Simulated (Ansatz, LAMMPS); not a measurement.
## Liquid 68SiO2-16Al2O3-8K2O-8MgO (mol %) at 2500 K (81 atoms): a reference run and its variants

Density of this cell: 2.47 g/cm³. The cell holds 81 atoms: 17 Si, 8 Al, 4 K, 2 Mg and 50 O. Its edges and angles: a = 10.459 Å, b = 10.459 Å, c = 10.459 Å, α = 90.0°, β = 90.0°, γ = 90.0°. 81 atoms (17 Si, 8 Al, 4 K, 2 Mg, 50 O) placed at random at 2.46 g/cm³, melted at 4000 K for 10 ps at fixed volume with the Morse and Coulomb pair potential with partial charges (Pedone, Malavasi, Menziani, Cormack and Segre, J. Phys. Chem. B 110, 11780 (2006)). Snapshot at the end of a hold of 10 ps at 2500 K and fixed volume.

Geometry: as built.

Reference run: Kohn-Sham DFT, PBE, PAW (set soft_2), plane waves (Ansatz 0.2.0), cutoff 420 eV, Γ point, gaussian smearing of 0.025 eV.

* r.m.s. force component: 3.216 eV/Å
* pressure: 6.143 GPa
* gap (highest filled to lowest empty level): 0.8465 eV
* SCF cycles: 10
* time: 15 s on 4 threads of Arm Neoverse V2, shared host

**Question.** The same geometry is run again with each of these changes. How far do the results move, and how long does each run take?
- support functions low
- support functions medium
- support functions medium, radius 3.59 Å

Each row is set against the plane-wave reference (Kohn-Sham DFT, PBE, PAW (set soft_2), plane waves; r.m.s. force component 3.22 eV/Å). Energies are set beside the reference only for runs with its functional, potentials and electron count. Times are for 4 threads of Arm Neoverse V2, shared host. The reference's time includes the DOS, the stress and grids, which some other runs skip.

```csv
run,"Δ force, r.m.s. (meV/Å)",share of r.m.s. force (%),Δ energy (meV/atom),Δ gap (eV),cycles,time,host memory (GiB)
reference,-,-,-,-,10,15 s,1.3
support functions low,0.834,0.0259,-4.69,2.0e-4,13,88 s,3.3
support functions medium,0.783,0.0244,-4.69,4.0e-4,15,1.7 min,3.4
"support functions medium, radius 3.59 Å",0.824,0.0256,-4.69,6.0e-4,15,90 s,3.2
```

Among numerical settings the force difference runs from 0.78 meV/Å (support functions medium) to 0.83 meV/Å (support functions low). At 81 atoms the fastest of the runs at a preset level, support functions low, takes roughly 6.0 times the time of plane waves (whose run also made extra analyses, so the like-for-like ratio is larger), in 13 SCF cycles against 10. Differences between support functions and plane waves include what basis error the plane-wave run still has. The force difference hardly changes among these support-function runs, which points to the basis of the plane-wave reference as its main source. 

[Logs are printed without paths, hosts, clocks, repeated set-up lines and the standing remarks that a program may print on its own settings, such as how far it seeks lower states.]

[Hosts, paths, dates, database ids (printed as entryN), source tags and the programs' standing remarks are cut or masked in the printed files.]
